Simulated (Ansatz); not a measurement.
# LiSc3 (built on the sites of a database entry of LiAl3): a soft mode frozen in

Which phase does LiSc3 (built on the sites of a database entry of LiAl3) fall into along its unstable mode, and how much energy does it gain?

Method: DFT PBEsol, scalar-relativistic, plane waves, PAW, in Ansatz 0.2.0.

The structure was built from a prototype and need not be the compound's stable phase.

## 1. The starting structure

Symmetry: Pm-3m, No. 221, cubic system. The conventional cell has a = 4.476 Å, b = 4.476 Å, c = 4.476 Å, α = 90.00°, β = 90.00°, γ = 90.00°. Nearest to Li lie 12 Sc at 3.16 Å. Nearest to Sc lie 4 Li at 3.16 Å and 8 Sc at 3.16 Å. Farther neighbours are not listed.

## 2. Response at finite wavevector

The cell comes from relaxations at this level that are not shown. Stability and thermal properties need the whole zone. Linear response on a 4×4×4 q mesh gives force constants as far as a supercell of that size would.

Contents of input.yaml:

```yaml
crystal:
  lattice:
    - [4.4755295906, 0.0, 0.0]
    - [0.0, 4.4755295906, 0.0]
    - [0.0, 0.0, 4.4755295906]
  atoms:
    - { symbol: Li, position: [0.0, 0.0, 0.0] }
    - { symbol: Sc, position: [0.5, 0.5, 0.0] }
    - { symbol: Sc, position: [0.5, 0.0, 0.5] }
    - { symbol: Sc, position: [0.0, 0.5, 0.5] }
kpoints:
  mp_grid: { grid: [12, 12, 12] }
hamiltonian:
  xc: pbesol
scf:
  occupations: { method: methfessel_paxton, width: 0.2 }
output:
  eigenvalues: true
phonons:
  method: dfpt
  qmesh: [4, 4, 4]
  temperatures: { t_max: 1000, t_step: 50 }
  qpath:
    path:
      - [[0.0, 0.0, 0.0], [0.0, 0.5, 0.0], [0.5, 0.5, 0.0], [0.0, 0.0, 0.0], [0.5, 0.5, 0.5], [0.0, 0.5, 0.0]]
      - [[0.5, 0.5, 0.5], [0.5, 0.5, 0.0]]
    npoints: 10
```

On the command line:

```console
$ ansatz run input.yaml --threads 4 --pin off --max-ram 14336MiB --backend cpu --events-out ev --progress --plain --runs-dir out
```

Numbers of over 12 decimals in the logs are rounded to 6 here.

Output:

```text
Engine: ansatz 0.2.0, aarch64-unknown-linux-gnu
Pseudopotentials: kind: paw
Pseudopotential: Li, paw, valence charge 3, recommended cutoff 420 eV (normal), Li.paw.azcp
Pseudopotential: Sc, paw, valence charge 11, recommended cutoff 420 eV (normal), Sc.paw.azcp
Functional definition: PBEsol
  exchange = pbesol_x
  correlation = pbesol_c
Crystal: 4 atoms, lattice volume = 89.646 Å³
Basis set: ecut = 420 eV, 1743 PW (Γ), exchange–correlation on 60×60×60 points (8 copies of the dense FFT grid, shifted against one another)
Bands: 22, of which v1, the nominal top of the filled ones, is band 18 counted from 1 (17 counted from 0)
Symmetry: 48 space group operations
k-points: 84 of 1728
Non-local potential: Li, projectors of the file, l = 0: 3, l = 1: 2, l = 2: 1
Non-local potential: Sc, projectors of the file, l = 0: 3, l = 1: 2, l = 2: 3, l = 3: 1
PAW form: soft (Blöchl's): semilocal exchange-correlation on the pseudo side does not see the compensation charge
PAW frozen core: Sc, regenerated for the run's functional, and the local potential with it (the file was generated under x = pbe(κ = 0.804, μ = 0.219515), c = pbe(β = 0.066725))
PAW one-centre angular grid: Li, 110 points (default); XC on 64 Gauss nodes
PAW one-centre angular grid: Sc, 590 points (default); XC on 64 Gauss nodes
Initial density: superposition of atomic densities (neutral atoms: chi_scale 0, normalization atom), corrected by the library's trained network
Initial wavefunctions: pseudopotential atomic-orbital guess
Functional: x = pbesol(κ = 0.804, μ = 0.123457), c = pbesol(β = 0.046)
SCF iter   1: F=—  HF=-6536.180666 eV  |F-HF|=—  |Δ(HF+E_count)|=         —  Δρ=4.67e-3  dr2=2.69e-2  ethr=1.77e-3  ⟨swp⟩=3.6  Hψ=15319  notcnv=0
automatic band count: the SCF goes on with 26 bands, as 22 were too few: they end inside the smearing window of the response
preconditioner: auto → Kerker (q_TF=auto, 2.343 Å⁻¹)  [metal: Δε(μ)=0.007 eV  Ē_g=2.683 eV  σ=0.200 eV  W_gap=0.03  n_scr=18 (ndim 8)  ℏωp=12.4 eV  f_vac=0.000  D(μ)=9.57/eV (n_scr^D=122)]
SCF iter   2: F=—  HF=-6536.174065 eV  |F-HF|=—  |Δ(HF+E_count)|=   6.60e-3  S|Δr|=    0.00e0  Δρ=2.13e-3  dr2=5.68e-3  ethr=7.48e-5  ⟨swp⟩=1.0  Hψ=2856  notcnv=0  defer=1
SCF iter   3: F=—  HF=-6536.172713 eV  |F-HF|=—  |Δ(HF+E_count)|=   1.35e-3  S|Δr|=    0.00e0  Δρ=6.11e-4  dr2=4.24e-4  ethr=1.58e-5  ⟨swp⟩=2.2  Hψ=2724  notcnv=0  defer=1
SCF iter   4: F=—  HF=-6536.172613 eV  |F-HF|=—  |Δ(HF+E_count)|=   1.00e-4  S|Δr|=    0.00e0  Δρ=1.03e-4  dr2=1.76e-5  ethr=1.18e-6  ⟨swp⟩=1.9  Hψ=2323  notcnv=0  defer=1
SCF iter   5: F=—  HF=-6536.172610 eV  |F-HF|=—  |Δ(HF+E_count)|=   3.43e-6  S|Δr|=    0.00e0  Δρ=2.75e-5  dr2=7.20e-7  ethr=4.90e-8  ⟨swp⟩=2.0  Hψ=2526  notcnv=0  defer=1
SCF iter   6: F=—  HF=-6536.172610 eV  |F-HF|=—  |Δ(HF+E_count)|=   1.59e-7  S|Δr|=    0.00e0  Δρ=8.25e-6  dr2=8.33e-8  ethr=2.00e-9  ⟨swp⟩=2.8  Hψ=3742  notcnv=0  defer=1
SCF iter   7: F=—  HF=-6536.172610 eV  |F-HF|=—  |Δ(HF+E_count)|=   1.63e-8  S|Δr|=    0.00e0  Δρ=1.61e-6  dr2=2.44e-9  ethr=2.32e-10  ⟨swp⟩=2.0  Hψ=3311  notcnv=0  defer=1
SCF iter   8: F=—  HF=-6536.172610 eV  |F-HF|=—  |Δ(HF+E_count)|=  4.49e-10  S|Δr|=    0.00e0  Δρ=2.74e-7  dr2=8.36e-11  ethr=6.78e-12  ⟨swp⟩=2.0  Hψ=3351  notcnv=0  defer=1
SCF iter   9: F=-6536.172610 eV  HF=-6536.172610 eV  |F-HF|=0.00e0  |Δ(HF+E_count)|=  1.82e-12  S|Δr|=    0.00e0  Δρ=3.14e-8  dr2=7.68e-13  ethr=1.00e-12  ⟨swp⟩=6.2  Hψ=8240  notcnv=0
SCF 1 converged in 9 iterations: F = -6536.172610 eV  dr2 = 7.68e-13
  greatest PAW one-centre occupation: 1.000 electrons in one spin orbital (limit 2), on the Li atom at site 0 (counted from 0), in its partial waves of l = 0
Initial density: read from a saved state, or passed on in memory by an earlier SCF of this step, an earlier step, the calling program or the single point that the run made first
iter 1 solved again at ethr=8.85e-8 eV; its pass at ethr=3.10e-3 eV (dr2=3.19e-5 eV) is discarded
SCF iter   1: F=—  HF=-6536.172609 eV  |F-HF|=—  |Δ(HF+E_count)|=         —  Δρ=8.24e-7  dr2=7.48e-10  ethr=8.85e-8  ⟨swp⟩=3.2  Hψ=11650  notcnv=0
eigensolver tolerance schedule: the retry pair's looser diagonalisation over-reported the residual by 42596.49 of it (diagonalisation noise at an unbounded share of the residual, at the tolerance the schedule requests for it); recorded, not acted on — ethr = c·dr2/N_el stays at c = 1.0e-1
preconditioner: auto → Kerker (q_TF=auto, 2.343 Å⁻¹)  [metal: Δε(μ)=0.003 eV  Ē_g=1.908 eV  σ=0.200 eV  W_gap=0.01  n_scr=18 (ndim 8)  ℏωp=12.4 eV  f_vac=0.000  D(μ)=9.75/eV (n_scr^D=122)]
SCF iter   2: F=—  HF=-6536.172610 eV  |F-HF|=—  |Δ(HF+E_count)|=   1.01e-6  S|Δr|=    0.00e0  Δρ=4.45e-7  dr2=2.19e-10  ethr=2.08e-12  ⟨swp⟩=2.7  Hψ=3688  notcnv=0
SCF iter   3: F=—  HF=-6536.172610 eV  |F-HF|=—  |Δ(HF+E_count)|=  2.91e-11  S|Δr|=    0.00e0  Δρ=2.60e-7  dr2=7.36e-11  ethr=1.00e-12  ⟨swp⟩=1.0  Hψ=1848  notcnv=0
SCF iter   4: F=—  HF=-6536.172610 eV  |F-HF|=—  |Δ(HF+E_count)|=  1.09e-11  S|Δr|=    0.00e0  Δρ=1.28e-7  dr2=1.70e-11  ethr=1.00e-12  ⟨swp⟩=1.0  Hψ=1848  notcnv=0
SCF iter   5: F=-6536.172610 eV  HF=-6536.172610 eV  |F-HF|=6.37e-12  |Δ(HF+E_count)|=  9.09e-13  S|Δr|=    0.00e0  Δρ=8.12e-8  dr2=7.62e-12  ethr=1.00e-12  ⟨swp⟩=1.9  Hψ=2397  notcnv=0
SCF 2 converged in 5 iterations: F = -6536.172610 eV  dr2 = 7.62e-12
phonons: the bands overlap, so this run is a metal and interpolates without the dipole-dipole term. If the crystal is really an insulator or semiconductor, its LO-TO splitting is missing
NSCF: frozen V_eff on 84 k-points
NSCF: frozen V_eff on 343 k-points
DFPT response loops at q = (0, 0, 0) (fractional): preconditioner auto → Kerker (q_TF=auto, 2.343 Å⁻¹) (partly filled bands, converged f_vac=0.000); β = 1.00, the filter's whole step (`scf.mixing.beta` (0.50) is not read by the response loops under this deck's `scf.mixing.preconditioner`; to damp them name `kerker` or `kerker_dos`, under which they read `scf.mixing.beta`, and type it under 1.00, their step now; both keys bind the ground state too); Broyden in place of MSR1
NSCF: frozen V_eff on 1176 k-points
DFPT response loops at q = (0, 0, 0.25) (fractional): mixed as the last ones told, above
NSCF: frozen V_eff on 686 k-points
DFPT response loops at q = (0, 0, -0.5) (fractional): mixed as the last ones told, above
NSCF: frozen V_eff on 2016 k-points
DFPT response loops at q = (0, 0.25, 0.25) (fractional): mixed as the last ones told, above
NSCF: frozen V_eff on 1176 k-points
DFPT response loops at q = (0, 0.25, -0.5) (fractional): mixed as the last ones told, above
NSCF: frozen V_eff on 686 k-points
DFPT response loops at q = (0, -0.5, -0.5) (fractional): mixed as the last ones told, above
NSCF: frozen V_eff on 3456 k-points
DFPT response loops at q = (0.25, 0.25, 0.25) (fractional): mixed as the last ones told, above
NSCF: frozen V_eff on 2016 k-points
DFPT response loops at q = (0.25, 0.25, -0.5) (fractional): mixed as the last ones told, above
NSCF: frozen V_eff on 1176 k-points
DFPT response loops at q = (0.25, -0.5, -0.5) (fractional): mixed as the last ones told, above
NSCF: frozen V_eff on 686 k-points
DFPT response loops at q = (-0.5, -0.5, -0.5) (fractional): mixed as the last ones told, above
SCF converged after 9 iterations
Stability not checked: this state was not tested for a lower state beside it, because cold or Methfessel-Paxton smearing, or corrected tetrahedra, fill the levels in a way that the test cannot read (fill_not_monotonic; see scf.lower_state_search)
Free energy (F): -6536.172610 eV
Harris-Foulkes:  -6536.172610 eV  (|F-HF|=0.00e0)
Internal energy: -6536.157870 eV  (E = F + TS)
E sigma→0 (E₀):  -6536.168925 eV
Entropy (-TS):   -0.014740 eV (-3.685 meV/atom)
Fermi energy:    7.904955 eV
--- Per-component energies (eV) ---
  E_band       = -617.704524
  E_kinetic    = 802.900286
  E_local      = -2839.780432  (includes V_loc(G=0)·N_el)
  E_nonlocal   = 222.087283
  E_hartree    = 977.234758
  E_xc         = -318.762758
  E_vxc        = -396.937051  (∫ρ·V_xc dr)
  E_paw        = -2816.385792  (= ΣΔE_a)
  E_vpaw       = -360.444169  (= ΣTr[D̂ρ^β])
  E_aug_tail   = 0.000041  (compensation charges beyond the density's cutoff)
  E_ewald      = -2563.838330
  E_core_change = 0.387075  (= ΣΔE_core)
  E_smearing   = -0.014740  (= −TS)
  E_closure    = -0.000000  (closes the sum)
  Σ components = -6536.172610   (vs F -6536.172610, Δ=0.00e0)
--- Band table (eV; the first three rows and the last of 84) ---
  k-point 0: bands = [... 14 lower, 6.1391, 7.3009, 7.3009, 7.6661, 7.6661, 7.6661, 9.8382, 9.8382, ... 4 higher]
  k-point 1: bands = [... 14 lower, 6.1680, 7.2325, 7.3548, 7.6804, 7.6804, 7.6859, 9.6773, 9.6773, ... 4 higher]
  k-point 2: bands = [... 14 lower, 6.2365, 7.0406, 7.5120, 7.7209, 7.7209, 7.7424, 9.4130, 9.4130, ... 4 higher]
  k-point 83: bands = [... 14 lower, 6.6218, 6.6218, 6.6218, 8.1147, 8.1147, 8.1147, 8.2540, 9.2752, ... 4 higher]
--- Phonons (Γ-DFPT): 3 representative perturbations + reference (Σ response iterations 9) ---
  ASR residual: 2.145e-5 → 0.000e0 eV/Å²; symmetrization residual: 1.750e-6 eV/Å²
  ASR residual per site (eV/Å²): 3.98e-6 2.15e-5 2.15e-5 2.15e-5
  Γ frequencies (cm⁻¹): 0.00 0.00 0.00 133.40 133.40 133.40 236.50 236.50 236.50 320.18 320.18 320.18
--- Phonons (arbitrary-q DFPT): 10 irreducible q on the 4×4×4 mesh ---
  q = [0.0000, 0.0000, 0.0000] (star 1, of the zone-centre solve; hermiticity 5.49e-7, symmetrization 1.59e-12): -0.00 -0.00 0.00 133.40 133.40 133.40 236.50 236.50 236.50 320.18 320.18 320.18
  q = [0.0000, 0.0000, 0.2500] (star 6, 7 solved perturbations in 3612 linear systems a pass and spin channel, the states on 588 of 1728 k-point pairs; hermiticity 4.36e-7, symmetrization 1.71e-12): 49.65 49.65 64.87 114.20 126.48 126.48 207.74 215.18 215.18 318.27 318.27 319.48
  q = [0.0000, 0.0000, -0.5000] (star 3, 7 solved perturbations in 2107 linear systems a pass and spin channel, the states on 343 of 1728 k-point pairs; hermiticity 1.19e-7, symmetrization 2.25e-12): 87.79 87.79 102.81 106.03 106.03 111.85 165.51 192.13 192.13 317.68 317.68 317.91
  q = [0.0000, 0.2500, 0.2500] (star 12, 7 solved perturbations in 6132 linear systems a pass and spin channel, the states on 1008 of 1728 k-point pairs; hermiticity 3.84e-7, symmetrization 1.42e-13): -29.52 67.01 80.33 104.14 121.51 136.11 174.96 196.22 214.20 314.52 316.41 317.29
  q = [0.0000, 0.2500, -0.5000] (star 12, 12 solved perturbations on 588 of 1728 k-point pairs; hermiticity 4.91e-7, symmetrization 1.81e-13): -36.86 71.28 90.74 100.71 107.89 146.14 156.31 172.17 197.75 312.45 313.69 314.61
  q = [0.0000, -0.5000, -0.5000] (star 3, 7 solved perturbations in 2107 linear systems a pass and spin channel, the states on 343 of 1728 k-point pairs; hermiticity 1.00e-7, symmetrization 2.98e-13): -61.07 93.43 93.43 101.18 111.63 111.63 134.69 173.18 206.96 309.82 310.83 310.83
  q = [0.2500, 0.2500, 0.2500] (star 8, 3 solved perturbations in 3600 linear systems a pass and spin channel, the states on 1728 of 1728 k-point pairs; hermiticity 2.92e-7, symmetrization 9.95e-13): -35.55 -35.55 -19.50 122.29 122.29 136.37 169.34 169.34 224.08 309.90 309.90 312.46
  q = [0.2500, 0.2500, -0.5000] (star 12, 7 solved perturbations in 6132 linear systems a pass and spin channel, the states on 1008 of 1728 k-point pairs; hermiticity 2.06e-7, symmetrization 6.85e-13): -75.39 -48.20 -41.56 101.70 136.02 150.51 155.26 162.08 219.22 305.45 307.74 308.76
  q = [0.2500, -0.5000, -0.5000] (star 6, 7 solved perturbations in 3612 linear systems a pass and spin channel, the states on 588 of 1728 k-point pairs; hermiticity 5.14e-7, symmetrization 2.22e-13): -99.14 -85.50 -85.50 101.03 118.40 157.33 157.33 172.53 230.94 301.86 302.03 302.03
  q = [-0.5000, -0.5000, -0.5000] (star 1, 3 solved perturbations in 735 linear systems a pass and spin channel, the states on 343 of 1728 k-point pairs; hermiticity 5.10e-7, symmetrization 3.33e-12): -127.30 -127.30 -127.30 100.15 100.15 172.80 172.80 172.80 250.22 294.12 294.12 294.12
  sum rule: each row above includes the acoustic sum rule's correction from the zone centre's row sums; it moved no ω² by more than (0.39 cm⁻¹)²
  mesh force constants: q→R imaginary residual 7.00e-19; ASR residual 2.145e-5 → 0.000e0 eV/Å²; symmetrization residual 4.441e-15 eV/Å²
  interpolated dispersion: 62 rows × 12 modes
  density of states and harmonic sums: on the 16×16×16 q-mesh, interpolated from the force constants of a 4×4×4 supercell (no non-analytic term)
  largest difference from the sums on the solved wave vectors: F 1.38e-1 eV, S 1.79e-4 and C_V 4.09e-5 eV/K
  zero-point energy: 0.122017 eV/cell   skipped modes (ω ≤ 0): 211, of them read as no rigid motion or as one in doubt: 208 (1.263e0 modes/cell left out, lowest -127.30 cm⁻¹)   left out of the sums: 1.05e-1 of the cell's modes: C_V's classical limit lies that fraction below 3 k_B per atom; for a crystal, a wire or a layer, F and S can be off by more, and a phonons.interpolated_qmesh denser along its periods is the remedy for the sampling
```

It took 28 min on 4 threads of Arm Neoverse V2, shared host; peak memory 8.5 GiB; 1.9 h of CPU time.

Numbers from this step:

```yaml
volume_per_atom: 22.41 Å³
gap_on_the_k_mesh: 0 eV
sum_rule_residual_before_enforcement: 2.15e-5 eV/Å²
lowest_frequency_on_the_path: -127.3 cm⁻¹
point_group: m-3m
highest_frequency_on_the_path_or_at_a_solved_wavevector: 320.2 cm⁻¹
highest_optical_mode_at_the_zone_centre_no_lo_to_term: 320.2 cm⁻¹
lowest_optical_zone_centre_mode: 133.4 cm⁻¹
lowest_mode_on_the_q_mesh_acoustic_modes_at_gamma_apart: -127.3 cm⁻¹
```

Frequencies (cm⁻¹) solved at each irreducible wavevector; negative means imaginary. Frequencies by wavevector, by row:

```csv
q in reciprocal lattice units,star,mode 1,mode 2,mode 3,mode 4,mode 10,mode 11,mode 12
0 0 0,1,0,0,0,133.4,320.2,320.2,320.2
0 0 0.25,6,49.6,49.6,64.9,114.2,318.3,318.3,319.5
0 0 -0.5,3,87.8,87.8,102.8,106,317.7,317.7,317.9
0 0.25 0.25,12,-29.5,67,80.3,104.1,314.5,316.4,317.3
0 0.25 -0.5,12,-36.9,71.3,90.7,100.7,312.4,313.7,314.6
0 -0.5 -0.5,3,-61.1,93.4,93.4,101.2,309.8,310.8,310.8
0.25 0.25 0.25,8,-35.5,-35.5,-19.5,122.3,309.9,309.9,312.5
0.25 0.25 -0.5,12,-75.4,-48.2,-41.6,101.7,305.4,307.7,308.8
0.25 -0.5 -0.5,6,-99.1,-85.5,-85.5,101,301.9,302,302
-0.5 -0.5 -0.5,1,-127.3,-127.3,-127.3,100.2,294.1,294.1,294.1
```

Interpolated from a 4×4×4 q mesh. The phonon branches at the labelled points (cm⁻¹):

```csv
point,branch 1,branch 2,branch 3,branch 4,branch 9,branch 10,branch 11,branch 12
Γ,0,0,0,133,236,320,320,320
halfway,50,50,65,114,215,318,318,320
X,88,88,103,106,192,318,318,318
halfway,-37,71,91,101,198,312,314,315
M,-61,93,93,101,207,310,311,311
halfway,-30,67,80,104,214,314,316,317
Γ,0,0,0,133,236,320,320,320
halfway,-36,-36,-20,122,224,310,310,312
R,-127,-127,-127,100,250,294,294,294
halfway,-75,-48,-42,102,219,305,308,309
X,88,88,103,106,192,318,318,318
jump to R,-127,-127,-127,100,250,294,294,294
halfway,-99,-86,-86,101,231,302,302,302
M,-61,93,93,101,207,310,311,311
```

Symmetry leaves 10 wavevectors to solve. The lowest mode among them, the acoustic zeros apart, lies at q = (-0.5, -0.5, -0.5) and is imaginary, 127.3i cm⁻¹, so the energy falls along it.

## 3. The mode frozen in, largest atomic shift 0 Å

The mode followed lies at q = (-0.5, -0.5, -0.5) with frequency 127.3i cm⁻¹ and is 3-fold degenerate, the softest among the wavevectors solved. At small amplitude the distorted cell has space group no. 140 by a symmetry search on the positions. The undistorted cell that holds it gives the zero of energy on the same k mesh.

System of this step: LiSc3 (built on the sites of a database entry of LiAl3). Symmetry: Pm-3m, No. 221, cubic system. Conventional cell: a = 4.476 Å, b = 4.476 Å, c = 4.476 Å, α = 90.00°, β = 90.00°, γ = 90.00°. Li has 12 Sc at 3.16 Å nearest. Nearest to Sc lie 8 Sc at 3.16 Å and 4 Li at 3.16 Å. Farther neighbours are not listed.

Contents of input.yaml:

```yaml
crystal:
  lattice:
    - [4.4755295906, 4.4755295906, 0.0]
    - [4.4755295906, 0.0, 4.4755295906]
    - [4.4755295906, 0.0, -4.4755295906]
  atoms:
    - { symbol: Li, position: [0.0, 0.5, 0.5] }
    - { symbol: Li, position: [0.0, 0.0, 0.0] }
    - { symbol: Sc, position: [0.5, 0.5, 0.5] }
    - { symbol: Sc, position: [0.5, 0.0, 0.0] }
    - { symbol: Sc, position: [0.0, 0.5, 0.0] }
    - { symbol: Sc, position: [0.0, 0.0, 0.5] }
    - { symbol: Sc, position: [0.5, 0.5, 0.0] }
    - { symbol: Sc, position: [0.5, 0.0, 0.5] }
kpoints:
  mp_grid: { grid: [8, 8, 8] }
hamiltonian:
  xc: pbesol
scf:
  occupations: { method: methfessel_paxton, width: 0.2 }
output:
  forces: true
  stress: true
  eigenvalues: true
```

Output:

```text
[...]
Crystal: 8 atoms, lattice volume = 179.293 Å³
Basis set: ecut = 420 eV, 3479 PW (Γ), exchange–correlation on 90×90×90 points (8 copies of the dense FFT grid, shifted against one another)
Bands: 44, of which v1, the nominal top of the filled ones, is band 36 counted from 1 (35 counted from 0)
Symmetry: 96 space group operations
[...]
k-points: 29 of 512
[...]
k-point 0: bands = [... 32 lower, 7.3010, 7.3010, 7.6660, 7.6660, 7.6660, 8.1148, 8.1148, 8.1148, ... 4 higher]
  k-point 1: bands = [... 32 lower, 7.2880, 7.2880, 7.6540, 7.7126, 7.7126, 8.0871, 8.0913, 8.0913, ... 4 higher]
  k-point 2: bands = [... 32 lower, 7.2456, 7.2456, 7.6132, 7.8419, 7.8433, 7.8433, 8.0647, 8.0647, ... 4 higher]
  k-point 28: bands = [... 32 lower, 7.3695, 7.3695, 7.9478, 7.9478, 8.0794, 8.0794, 8.3667, 8.3667, ... 4 higher]
[key lines of the parts left out:]
SCF converged after 7 iterations
Free energy (F): -13072.345068 eV
Fermi energy:    7.904640 eV
P = ⅓ Tr σ = -0.0013 GPa (-0.013 kbar)
```

The job ended after 3 s (4 threads; peak memory 0.64 GiB; 11 s of CPU time).

Numbers from this step:

| Property | Result |
| --- | --- |
| pressure | -0.001330 GPa |
| energy from the undistorted cell | 0 meV/atom |

The run ends at a pressure of 0.00 GPa.

## 4. The mode frozen in, largest atomic shift 0.6 Å

The atoms are moved along the unstable eigenvector, the largest shift by 0.6 Å, with the cell fixed.

input.yaml, the sections that differ from step 3:

```yaml
crystal:
  lattice:
    - [4.4755295906, 4.4755295906, 0.0]
    - [4.4755295906, 0.0, 4.4755295906]
    - [4.4755295906, 0.0, -4.4755295906]
  atoms:
    - { symbol: Li, position: [0.0, 0.5, 0.5] }
    - { symbol: Li, position: [0.0, 0.0, 0.0] }
    - { symbol: Sc, position: [0.5, 0.5670311734, 0.5670311734] }
    - { symbol: Sc, position: [0.5, -0.0670311734, -0.0670311734] }
    - { symbol: Sc, position: [0.0, 0.5, 0.0] }
    - { symbol: Sc, position: [0.0, 0.0, 0.5] }
    - { symbol: Sc, position: [0.5, 0.4329688266, 0.0670311734] }
    - { symbol: Sc, position: [0.5, 0.0670311734, 0.4329688266] }
# kpoints, hamiltonian, scf, output: as in step 3
```

Output:

```text
[...]
Crystal: 8 atoms, lattice volume = 179.293 Å³
Basis set: ecut = 420 eV, 3479 PW (Γ), exchange–correlation on 90×90×90 points (8 copies of the dense FFT grid, shifted against one another)
Bands: 44, of which v1, the nominal top of the filled ones, is band 36 counted from 1 (35 counted from 0)
Symmetry: 16 space group operations
[...]
k-points: 59 of 512
[...]
k-point 0: bands = [... 32 lower, 7.3345, 7.3345, 7.4316, 7.4870, 7.9574, 8.0888, 8.5507, 8.5507, ... 4 higher]
  k-point 1: bands = [... 32 lower, 7.3395, 7.3869, 7.4806, 7.4959, 7.9024, 8.1133, 8.2938, 8.5498, ... 4 higher]
  k-point 2: bands = [... 32 lower, 7.2940, 7.3306, 7.4523, 7.4997, 8.0024, 8.1029, 8.1142, 8.4709, ... 4 higher]
  k-point 58: bands = [... 32 lower, 7.3099, 7.4941, 7.7880, 7.7880, 8.2595, 8.2595, 8.4461, 8.6562, ... 4 higher]
[key lines of the parts left out:]
SCF converged after 7 iterations
Free energy (F): -13072.985824 eV
Fermi energy:    7.912745 eV
P = ⅓ Tr σ = -1.3529 GPa (-13.529 kbar)
```

Run time: 6 s. Hardware: 4 threads; peak memory 0.74 GiB; 24 s of CPU time.

Numbers from this step:

- pressure: -1.353 GPa
- energy from the undistorted cell: -82.23 meV/atom

The energy, extrapolated to zero smearing, is -82.23 meV/atom against the undistorted cell.

The run ends at a pressure of -1.35 GPa, with forces up to 0.33 eV/Å.

[end of part 1 of 2]

[Logs are printed without paths, hosts, clocks, repeated set-up lines and the standing remarks that a program may print on its own settings, such as how far it seeks lower states.]

[Hosts, paths, dates, database ids (printed as entryN), source tags and the programs' standing remarks are cut or masked in the printed files.]
